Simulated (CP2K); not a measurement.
Two runs for the N K edge of methyl isocyanide. Run A: CP2K XAS_TDP, all-electron GAPW, PBEh(45%), aug-cc-pVTZ, TDA, no relativity. Run B differs in one setting.

First lines with a strength over 0.0015. A:

```csv
atom,energy (eV),states,"strength, one atom"
N2 (bonded to 2 C),396.73,2,0.0836
,400.20,1,0.0097
,401.22,1,0.0050
,401.50,2,0.0025
,401.56,1,0.0022
```

B:

```csv
atom,energy (eV),states,"strength, one atom"
N2 (bonded to 2 C),397.27,2,0.0791
,401.21,1,0.0206
,403.39,2,0.0105
,408.11,1,0.0089
,409.50,1,0.0026
```

Question: Which was it: GW2X switched on, the basis, scalar relativity switched on, the functional?

The basis (basis from aug-cc-pVTZ to 6-31G*; the lines alone don't name the new value). A basis moves diffuse and continuum lines far more than the leading valence line. Against PBEh(45%) in aug-cc-pVTZ, the leading line moves by +0.54 eV, to 397.27 eV; the strength of N2's goes from 0.0836 to 0.0791. The next line of N2 over the strength cut lies 3.94 eV higher, against 3.47.

[Banner, clock and machine lines of the logs are left out without a mark of their own.]

[Logs are printed without paths, hosts, clocks, repeated set-up lines and the standing remarks that a program may print on its own settings, such as how far it seeks lower states.]

[Hosts, paths, dates, database ids (printed as entryN), source tags and the programs' standing remarks are cut or masked in the printed files.]
